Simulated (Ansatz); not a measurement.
**Simulated XPS, UPS and emission spectra of KCdCO3F**

Wanted: projected DOS of KCdCO3F, weighted into photoemission and X-ray emission spectra, at several levels of theory. Spin–orbit coupling is left out of the bands throughout.

Method: DFT, PBEsol, plane-wave PAW, default files, scalar-relativistic, in the first sound run; inputs show where later runs differ, in Ansatz 0.2.0.

## 1. The starting structure

It takes space group P-6c2 (No. 188, hexagonal). The conventional cell has a = 5.135 Å, b = 5.135 Å, c = 8.846 Å, α = 90.00°, β = 90.00°, γ = 120.00°. Cd has 2 F at 2.21 Å and 3 O at 2.24 Å nearest. K has 6 O at 2.83 Å and 3 F at 2.96 Å nearest. Nearest to F lie 2 Cd at 2.21 Å and 3 K at 2.96 Å. Nearest to O lie 1 C at 1.29 Å and 1 Cd at 2.24 Å and 2 K at 2.83 Å. C has 3 O at 1.29 Å nearest. Farther neighbours and most contacts between anions are not listed.

Structure file:

```cif
data_structure
_symmetry_space_group_name_H-M 'P-6c2'
_symmetry_Int_Tables_number 188
_cell_length_a 5.1349
_cell_length_b 5.1349
_cell_length_c 8.8460
_cell_angle_alpha 90.000
_cell_angle_beta 90.000
_cell_angle_gamma 120.000
_cell_volume 202.00
loop_
_atom_site_label
_atom_site_type_symbol
_atom_site_symmetry_multiplicity
_atom_site_Wyckoff_symbol
_atom_site_fract_x
_atom_site_fract_y
_atom_site_fract_z
_atom_site_occupancy
Cd1 Cd 2 b 0.00000 0.00000 0.75000 1
K1 K 2 e 0.66667 0.33333 0.00000 1
F1 F 2 a 0.00000 0.00000 0.00000 1
O1 O 6 k 0.53910 0.94530 0.75000 1
C1 C 2 d 0.33333 0.66667 0.75000 1
```

## 2. The base run

First the ground state, then the DOS by atom and shell, which the cross sections turn into spectra. The DOS is taken on a denser mesh than the density.

File input.yaml:

```yaml
crystal:
  lattice:
    - [5.1349, 0.0, 0.0]
    - [-2.56745, 4.4469538459, 0.0]
    - [0.0, 0.0, 8.846]
  atoms:
    - { symbol: Cd, position: [0.0, 0.0, 0.75] }
    - { symbol: Cd, position: [0.0, 0.0, 0.25] }
    - { symbol: K, position: [0.6666666667, 0.3333333333, 0.0] }
    - { symbol: K, position: [0.6666666667, 0.3333333333, 0.5] }
    - { symbol: F, position: [0.0, 0.0, 0.0] }
    - { symbol: F, position: [0.0, 0.0, 0.5] }
    - { symbol: O, position: [0.5391000001, 0.9453, 0.75] }
    - { symbol: O, position: [0.4062, 0.4608999999, 0.75] }
    - { symbol: O, position: [0.0547, 0.5938, 0.75] }
    - { symbol: O, position: [0.0547, 0.4608999999, 0.25] }
    - { symbol: O, position: [0.5391000001, 0.5938, 0.25] }
    - { symbol: O, position: [0.4062, 0.9453, 0.25] }
    - { symbol: C, position: [0.3333333333, 0.6666666667, 0.75] }
    - { symbol: C, position: [0.3333333333, 0.6666666667, 0.25] }
kpoints:
  mp_grid: { grid: [6, 6, 4] }
  band_path:
    path:
      - [[0.0, 0.0, 0.0], [0.5, 0.0, 0.0], [0.333333, 0.333333, 0.0], [0.0, 0.0, 0.0], [0.0, 0.0, 0.5], [0.5, 0.0, 0.5], [0.333333, 0.333333, 0.5], [0.0, 0.0, 0.5]]
      - [[0.5, 0.0, 0.5], [0.5, 0.0, 0.0]]
      - [[0.333333, 0.333333, 0.5], [0.333333, 0.333333, 0.0]]
    npoints: 6
scf:
  occupations: { method: fermi_dirac, width: 0.02 }
  n_extra_bands: 32
hamiltonian:
  xc: pbesol
  pseudopotentials: { kind: paw }
output:
  forces: true
  stress: true
  dos:
    projected: true
    de: 0.05
    e_range: [-30, 12]
    nscf_kmesh: { grid: [12, 12, 6] }
  fatbands: true
  write_density: true
  write_potential: true
  elf: true
  volumetric_format: npy
```

Command:

```bash
$ ansatz run input.yaml --threads 2 --pin off --max-ram 6144MiB --backend cpu --events-out ev --progress --plain --runs-dir out
```

Numbers of over 12 decimals in the logs are rounded to 6 here.

Log:

```text
scf.n_extra_bands = 32 over 58 filled bands (N_el = 116.0): the run solves 90 bands
Engine: ansatz 0.2.0, aarch64-unknown-linux-gnu
Pseudopotentials: kind: paw
Pseudopotential: Cd, paw, valence charge 20, recommended cutoff 420 eV (normal), Cd.paw.azcp
Pseudopotential: K, paw, valence charge 9, recommended cutoff 420 eV (normal), K.paw.azcp
Pseudopotential: F, paw, valence charge 7, recommended cutoff 420 eV (normal), F.paw.azcp
Pseudopotential: O, paw, valence charge 6, recommended cutoff 420 eV (normal), O.paw.azcp
Pseudopotential: C, paw, valence charge 4, recommended cutoff 420 eV (normal), C.paw.azcp
Functional definition: PBEsol
  exchange = pbesol_x
  correlation = pbesol_c
Crystal: 14 atoms, lattice volume = 201.995 Å³
Basis set: ecut = 420 eV, 3911 PW (Γ), exchange–correlation on 72×72×120 points (8 copies of the dense FFT grid, shifted against one another)
Bands: 90, of which v1, the nominal top of the filled ones, is band 58 counted from 1 (57 counted from 0)
Symmetry: 12 space group operations
Space group: P-6c2 (ITA 188), of the structure as read, at distance tolerance 5.9e-5 Å
k-points: 21 of 144 (time reversal used)
Non-local potential: Cd, projectors of the file, l = 0: 3, l = 1: 2, l = 2: 2, l = 3: 1
Non-local potential: K, projectors of the file, l = 0: 3, l = 1: 2, l = 2: 2
Non-local potential: F, projectors of the file, l = 0: 2, l = 1: 2, l = 2: 1
Non-local potential: O, projectors of the file, l = 0: 2, l = 1: 2, l = 2: 1
Non-local potential: C, projectors of the file, l = 0: 2, l = 1: 2, l = 2: 1
PAW form: soft (Blöchl's): semilocal exchange-correlation on the pseudo side does not see the compensation charge
PAW frozen core: Cd, regenerated for the run's functional, and the local potential with it (the file was generated under x = pbe(κ = 0.804, μ = 0.219515), c = pbe(β = 0.066725))
PAW frozen core: K, regenerated for the run's functional, and the local potential with it (the file was generated under x = pbe(κ = 0.804, μ = 0.219515), c = pbe(β = 0.066725))
PAW frozen core: F, regenerated for the run's functional, and the local potential with it (the file was generated under x = pbe(κ = 0.804, μ = 0.219515), c = pbe(β = 0.066725))
PAW frozen core: O, regenerated for the run's functional, and the local potential with it (the file was generated under x = pbe(κ = 0.804, μ = 0.219515), c = pbe(β = 0.066725))
PAW frozen core: C, regenerated for the run's functional, and the local potential with it (the file was generated under x = pbe(κ = 0.804, μ = 0.219515), c = pbe(β = 0.066725))
PAW one-centre angular grid: Cd, 590 points (default); XC on 64 Gauss nodes
PAW one-centre angular grid: K, 110 points (default); XC on 64 Gauss nodes
PAW one-centre angular grid: F, 110 points (default); XC on 64 Gauss nodes
PAW one-centre angular grid: O, 110 points (default); XC on 64 Gauss nodes
PAW one-centre angular grid: C, 110 points (default); XC on 64 Gauss nodes
Initial density: superposition of atomic densities (neutral atoms: chi_scale 0, normalization atom), corrected by the library's trained network
Initial wavefunctions: pseudopotential atomic-orbital guess
Functional: x = pbesol(κ = 0.804, μ = 0.123457), c = pbesol(β = 0.046)
SCF iter   1: F=—  HF=-24863.925582 eV  |F-HF|=—  |Δ(HF+E_count)|=         —  Δρ=1.21e-2  dr2=2.11e-1  ethr=1.77e-3  ⟨swp⟩=6.0  Hψ=7968  notcnv=0  defer=199
preconditioner: auto → Resta (q_TF=auto, 2.487 Å⁻¹)  ε∞=2.9  [insulator: Δε(μ)=2.971 eV  Ē_g=18.880 eV  σ=0.020 eV  W_gap=1.00  n_scr=42 (ndim 8)  ℏωp=26.1 eV  f_vac=0.143  D(μ)=0.00/eV (n_scr^D=0)  ε∞_Penn≈2.9]
SCF iter   2: F=—  HF=-24863.871514 eV  |F-HF|=—  |Δ(HF+E_count)|=   5.41e-2  Δρ=2.86e-3  dr2=9.49e-3  ethr=1.82e-4  ⟨swp⟩=2.0  Hψ=3262  notcnv=0  defer=560
SCF iter   3: F=—  HF=-24863.870200 eV  |F-HF|=—  |Δ(HF+E_count)|=   1.31e-3  Δρ=1.01e-3  dr2=1.85e-3  ethr=8.19e-6  ⟨swp⟩=2.0  Hψ=2450  notcnv=0  defer=560
SCF iter   4: F=—  HF=-24863.870530 eV  |F-HF|=—  |Δ(HF+E_count)|=   3.30e-4  Δρ=6.10e-4  dr2=5.34e-4  ethr=1.60e-6  ⟨swp⟩=2.0  Hψ=2211  notcnv=0  defer=560
SCF iter   5: F=—  HF=-24863.870565 eV  |F-HF|=—  |Δ(HF+E_count)|=   3.44e-5  Δρ=1.39e-4  dr2=4.23e-5  ethr=4.60e-7  ⟨swp⟩=2.2  Hψ=2326  notcnv=0  defer=560
SCF iter   6: F=—  HF=-24863.870013 eV  |F-HF|=—  |Δ(HF+E_count)|=   5.52e-4  Δρ=3.65e-5  dr2=4.65e-6  ethr=3.65e-8  ⟨swp⟩=2.2  Hψ=2209  notcnv=0  defer=560
SCF iter   7: F=—  HF=-24863.870018 eV  |F-HF|=—  |Δ(HF+E_count)|=   4.99e-6  Δρ=1.47e-5  dr2=6.32e-7  ethr=4.01e-9  ⟨swp⟩=2.0  Hψ=2073  notcnv=0  defer=560
SCF iter   8: F=-24863.870019 eV  HF=-24863.870019 eV  |F-HF|=5.79e-8  |Δ(HF+E_count)|=   9.15e-7  Δρ=3.92e-6  dr2=4.02e-8  ethr=8.62e-11  ⟨swp⟩=17.3  Hψ=15517  notcnv=0
SCF 1 converged in 8 iterations: F = -24863.870019 eV  dr2 = 4.02e-8
  greatest PAW one-centre occupation: 1.000 electrons in one spin orbital (limit 2), on the Cd atom at site 1 (counted from 0), in its partial waves of l = 0
NSCF: frozen V_eff on 57 k-points
NSCF: frozen V_eff on 76 k-points
SCF converged after 8 iterations
Free energy (F): -24863.870019 eV
Harris-Foulkes:  -24863.870019 eV  (|F-HF|=5.79e-8)
Internal energy: -24863.870019 eV  (E = F + TS)
E sigma→0 (E₀):  -24863.870019 eV
Fermi energy:    6.240781 eV
--- Per-component energies (eV) ---
  E_band       = -1429.072043
  E_kinetic    = 3163.509467
  E_local      = -13374.689244  (includes V_loc(G=0)·N_el)
  E_nonlocal   = 599.203417
  E_hartree    = 5668.124003
  E_xc         = -1303.153489
  E_vxc        = -1645.572802  (∫ρ·V_xc dr)
  E_paw        = -11050.391193  (= ΣΔE_a)
  E_vpaw       = -1507.773128  (= ΣTr[D̂ρ^β])
  E_aug_tail   = 0.018735  (compensation charges beyond the density's cutoff)
  E_ewald      = -8567.730219
  E_core_change = 1.238503  (= ΣΔE_core)
  E_smearing   = -0.000000  (= −TS)
  E_closure    = 0.000000  (closes the sum)
  Σ components = -24863.870019   (vs F -24863.870019, Δ=0.00e0)
--- Forces (eV/Å), atoms counted from 1 ---
  atom   1  Cd    -0.00000000    -0.00000000    -0.00000000
  atom   2  Cd     0.00000000    -0.00000000    -0.00000000
  atom   3  K     -0.00000000     0.00000000     0.00000000
  atom   4  K      0.00000000     0.00000000     0.00000000
  atom   5  F     -0.00000000    -0.00000000    -0.00000000
  atom   6  F     -0.00000000    -0.00000000    -0.00000000
  atom   7  O      0.11577468     0.35962063     0.00000000
  atom   8  O      0.25355326    -0.28007413    -0.00000000
  atom   9  O     -0.36932794    -0.07954650     0.00000000
  atom  10  O     -0.25355326    -0.28007413    -0.00000000
  atom  11  O      0.36932794    -0.07954650     0.00000000
  atom  12  O     -0.11577468     0.35962063     0.00000000
  atom  13  C      0.00000000    -0.00000000    -0.00000000
  atom  14  C     -0.00000000    -0.00000000    -0.00000000
  max |Σ_I F_I| component: 2.91e-16 eV/Å
--- Stress (GPa, compression-positive) ---
        1.022711       0.000000      -0.000000
        0.000000       1.022711       0.000000
       -0.000000       0.000000       0.615936
  P = ⅓ Tr σ = 0.8871 GPa (8.871 kbar)
--- Band table (eV; the first three rows and the last of 21) ---
  k-point 0: bands = [... 54 lower, 3.3603, 3.3603, 3.9065, 4.6524, 7.7643, 9.9093, 9.9237, 10.6392, ... 28 higher]
  k-point 1: bands = [... 54 lower, 3.3552, 3.3552, 4.0242, 4.5551, 7.9438, 9.2192, 10.2535, 10.5791, ... 28 higher]
  k-point 2: bands = [... 54 lower, 3.3404, 3.3404, 4.3009, 4.3009, 8.4638, 8.4638, 10.4360, 10.4360, ... 28 higher]
  k-point 20: bands = [... 54 lower, 3.3994, 3.3994, 4.5438, 4.5438, 10.2433, 10.2433, 10.6981, 10.6981, ... 28 higher]
```

Wall time 2.5 min (2 threads of Arm Neoverse V2, shared host); peak memory 1.1 GiB; 4.9 min of CPU time.

Numbers from this step:

- free energy: -24863.8700 eV
- Fermi energy: 6.241 eV
- symmetry operations: 12
- pressure: 0.8871 GPa
- gap on the k-mesh: 3.109 eV
- zero of energy: valence-band maximum
- share of occupied states in no projected shell: 0.0072 of the occupied states in the window
- gap on the path: 3.109 eV
- least direct gap on the path: 3.112 eV
- valence top on path: 0 eV

Electronic bands along the path, in eV, zero at the valence-band maximum; v1 is the highest filled band, c1 the lowest empty one:

```
    point     v4     v3     v2     v1    c1    c2    c3    c4
        Γ  -1.29  -1.29  -0.75   0.00  3.11  5.25  5.27  5.98
  halfway  -1.28  -1.19  -0.36   0.00  3.86  5.66  5.70  6.00
        M  -1.25  -0.79  -0.04  -0.02  4.86  6.04  6.07  6.29
  halfway  -1.27  -0.78  -0.08  -0.07  4.97  6.01  6.14  6.38
        K  -1.26  -0.74  -0.13  -0.10  5.12  6.01  6.21  6.38
  halfway  -1.29  -1.12  -0.30  -0.01  4.07  5.76  5.83  6.01
        Γ  -1.29  -1.29  -0.75   0.00  3.11  5.25  5.27  5.98
  halfway  -1.30  -1.30  -0.63  -0.10  3.29  4.56  5.60  5.92
        A  -1.31  -1.31  -0.35  -0.35  3.81  3.81  5.78  5.78
  halfway  -1.31  -1.31  -0.22  -0.22  4.47  4.47  5.89  5.89
        L  -1.27  -1.27  -0.04  -0.04  5.35  5.35  6.02  6.02
  halfway  -1.26  -1.26  -0.08  -0.08  5.45  5.45  6.03  6.03
        H  -1.26  -1.26  -0.11  -0.11  5.59  5.59  6.04  6.04
  halfway  -1.32  -1.32  -0.19  -0.19  4.65  4.65  5.92  5.92
        A  -1.31  -1.31  -0.35  -0.35  3.81  3.81  5.78  5.78
jump to L  -1.27  -1.27  -0.04  -0.04  5.35  5.35  6.02  6.02
  halfway  -1.27  -0.95  -0.04  -0.03  4.98  5.90  6.01  6.05
        M  -1.25  -0.79  -0.04  -0.02  4.86  6.04  6.07  6.29
jump to H  -1.26  -1.26  -0.11  -0.11  5.59  5.59  6.04  6.04
  halfway  -1.29  -0.91  -0.12  -0.10  5.23  6.00  6.14  6.15
        K  -1.26  -0.74  -0.13  -0.10  5.12  6.01  6.21  6.38
```

Of the projections kept (Cd s, Cd d, K s, K p, F p, O s, O p, C s, C p, not projected), the largest for each band there; the rest of the weight can lie on other orbitals:

```
point        v4        v3        v2        v1         c1         c2         c3                  c4
    Γ  O p 0.97  O p 0.97  O p 0.86  O p 0.77  Cd s 0.37   C p 0.41  Cd s 0.69            C p 0.50
    M  O p 0.94  O p 0.42  O p 0.93  O p 0.91  Cd s 0.71   C p 0.50   C p 0.49           Cd s 0.64
    K  O p 0.95  F p 0.42  O p 0.94  O p 0.92  Cd s 0.71   C p 0.50   C p 0.53  not projected 0.86
    Γ  O p 0.97  O p 0.97  O p 0.86  O p 0.77  Cd s 0.37   C p 0.41  Cd s 0.69            C p 0.50
    A  O p 0.94  O p 0.94  O p 0.81  O p 0.81  Cd s 0.37  Cd s 0.37   C p 0.48            C p 0.48
    L  O p 0.73  O p 0.73  O p 0.93  O p 0.93  Cd s 0.68  Cd s 0.68   C p 0.49            C p 0.49
```

The DOS has structure finer than the step of the table below, so its rows give means over 2 eV, whole bins alone (the curve runs from -28.4 to 13.5 eV). Peaks (eV: height): total -27.5: 40, -21.7: 35.1, -18.5: 49.7, -11.1: 101; O 2p -5.2: 9.80, -1.6: 13.8, -1.4: 31.0, -0.1: 21.2; Cd 4d -6.6: 8.46, -6.1: 20.6, -5.2: 9.27, -4.9: 6.23; K 3p -11.1: 98.8; F 2p -3.7: 5.41, -2.3: 14.4.

* holds the states left over by the projection beside any projected weight of its own, shared among the starred shells. DOS against E, zero at the valence-band maximum; means over each step; 7 of 14 lines; values in states/eV/cell:

```
E (eV)  total    O 2p    Cd 4d     K 3p     F 2p     C 2p     O 2s
   -24      0       0        0        0        0        0        0
   -22   3.42   0.227   0.0178  0.00151   1.1e-4   7.7e-4     1.09
   -20  0.577  3.3e-4  0.00249   3.6e-4   1.6e-5   1.9e-4  0.00103
   -18   4.00   0.112   0.0155  0.00385   1.2e-4     1.13     2.69
   -16      0       0        0        0        0        0        0
   -14      0       0        0        0        0        0        0
   -12   4.89  0.0737  0.00409     4.78   0.0104  0.00614  0.00359
   -10   1.11  0.0175   9.8e-4     1.08  0.00146  0.00147   5.1e-4
    -8   2.95    1.26    0.824        0   0.0272   0.0578    0.483
    -6   13.5    3.33     7.63        0    0.537     1.19    0.508
    -4   3.40    1.16    0.826        0    0.833    0.118    0.223
    -2   11.8    6.71    0.510        0     4.19   0.0168   0.0410
     0   2.28    1.90    0.150        0    0.176  0.00103  0.00339
     2      0       0        0        0        0        0        0
     4  0.947   0.126  0.00126        0   0.0229  0.00975   0.0793
     6   3.83   0.928  0.00345        0   0.0899    0.997   0.0689
     8   4.33   0.132  0.00226        0   0.0429    0.109   0.0715
    10   9.04   0.206  0.00229        0   0.0295    0.218    0.107
    12   6.04   0.193   8.6e-4        0   0.0109   0.0829   0.0452
```

This run's widths, added to any smearing of the DOS itself: Gaussian 0.6 eV, Lorentzian 0.05 eV plus 0.03 an eV of depth. Table of intensity by binding energy, zero at the valence-band maximum; values in % of the maximum within 13 eV:

```
binding energy (eV)  21.2 eV  40.8 eV  1486.7 eV  8047.8 eV
                  0     32.2     32.1       3.92       4.04
                  2     56.8     68.1       9.83       10.6
                  4     9.77     13.5       5.49       8.49
                  6     35.1     94.4       98.0       97.7
                  8     12.8     18.6       12.4       18.1
                 10    0.451     1.35       3.29       3.17
                 12        -     1.07       3.79       3.58
                 14        -    0.366      0.667       1.09
                 16        -    0.525      0.827       1.84
                 18        -     7.77       10.3       24.1
                 20        -     2.08       5.15       13.0
                 22        -     6.96       11.5       28.1
                 24        -    0.417       1.28       4.51
                 26        -    0.160       3.04       15.5
                 28        -        -       13.4       72.0
```

Maxima picked by a test of local sharpness, so broad peaks and shoulders can be missing; peaks within 0.45 eV of a curve's cut are left out. Valence peaks, by row:

```
photon energy (eV)  binding energy (eV)  height (% of the maximum within 13 eV)  main shell  its share (%)
              21.2                6.352                                   39.41        O 2p          49.32
              21.2                5.202                                    54.8        O 2p          56.05
              21.2                3.552                                   20.12        O 2p          53.29
              21.2                1.452                                     100        O 2p          92.19
              21.2               0.1519                                   35.83        O 2p          95.82
              40.8                 21.6                                   9.405        O 2s          33.93
              40.8                 18.5                                   16.25        O 2s          52.71
              40.8                11.05                                   7.921        K 3p          75.58
              40.8                6.152                                   97.39       Cd 4d          76.23
              40.8                5.252                                   83.79       Cd 4d           54.7
              40.8                3.502                                    26.6        F 2p          46.01
              40.8                2.302                                   69.08        F 2p          67.39
              40.8                1.452                                     100        O 2p          84.68
              40.8               0.1519                                   35.68        O 2p          88.39
              1487                27.45                                   24.71        K 3s           99.2
              1487                 21.1                                   24.67        F 2s          80.45
              1487                 18.5                                   21.37        O 2s          94.89
              1487                11.05                                   37.21        K 3p          98.05
              1487                6.102                                     100       Cd 4d           97.1
              1487                3.502                                   7.567       Cd 4d          64.01
              1487                2.252                                    10.4       Cd 4d          62.98
              1487               0.1519                                   4.333       Cd 4d          73.49
              8048                27.45                                   132.9        K 3s          99.64
              8048                 21.1                                    63.1        F 2s           80.9
              8048                 18.5                                   49.87        O 2s          94.65
              8048                11.05                                   31.89        K 3p          95.66
              8048                6.102                                     100       Cd 4d           91.8
              8048                3.552                                   14.85       Cd 5s          49.13
              8048                2.302                                   11.39       Cd 4d           53.6
              8048               0.1519                                   4.635       Cd 4d          64.95
```

(Part 1 of 3 ends here.)

[Logs are printed without paths, hosts, clocks, repeated set-up lines and the standing remarks that a program may print on its own settings, such as how far it seeks lower states.]

[Hosts, paths, dates, database ids (printed as entryN), source tags and the programs' standing remarks are cut or masked in the printed files.]

[Maps of the electrostatic potential energy from Ansatz leave out the sawtooth potential of an applied field or a dipole correction, so their vacuum need not be flat; work functions include it.]

[Peak lists hold at most the 14 tallest peaks of each spectrum; further lines can be left out.]
